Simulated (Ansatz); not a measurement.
SnO2 (Cassiterite), computed twice by G0W0.

```
Sn O
1.0
     4.73800    0.00000    0.00000
     0.00000    4.73800    0.00000
     0.00000    0.00000    3.18650
Sn O
2 4
Cartesian
  0.0000 0.0000 0.0000
  2.3690 2.3690 1.5933
  1.4550 1.4550 0.0000
  0.9140 3.8240 1.5933
  3.2830 3.2830 0.0000
  3.8240 0.9140 1.5933
```

The cell and positions come from the Crystallography Open Database and are kept as given unless a step says otherwise. PAW set soft_2, made with PBE.

The first (Ansatz 0.2.0; start PBE with 15 % exact exchange, 4×4×4 mesh, 298 empty bands, screening to 150 eV; 1 × NVIDIA H100 80GB HBM3 (shared by 6 runs) with 2 threads of AMD EPYC 7R13 (Zen 3), shared host) gave, on its mesh: starting gap 2.74 eV, G0W0 gap 3.49 eV, RPA ε∞ (mean) 3.65, 32 s.

The second gave: starting gap 5.35 eV, G0W0 gap 4.47 eV, RPA ε∞ (mean) 2.92, 52 s.

What was changed in the input? Choose among start, files, mesh, bands and cutoff, frequency model or another key.

Changed: start from PBE with 15 % exact exchange to PBE with 40 % exact exchange. A jump of this size in the start, with ε∞ moving the other way, marks another functional. Other changes could give like numbers; this is the one that was made.

Limits: not at the basis limit; no spin-orbit coupling; coarse k mesh.

[Paths, hosts, dates, memory and timing lines, banners, echoed tables and standing remarks are left out of the program output.]

[Logs are printed without paths, hosts, clocks, repeated set-up lines and the standing remarks that a program may print on its own settings, such as how far it seeks lower states.]

[Runs of the session that timed out or met a known fault of the program may be left out.]

[Cells called generated may have been cut or substituted from an entry of the Crystallography Open Database or the Materials Project.]

[Hosts, paths, dates, database ids (printed as entryN), source tags and the programs' standing remarks are cut or masked in the printed files.]
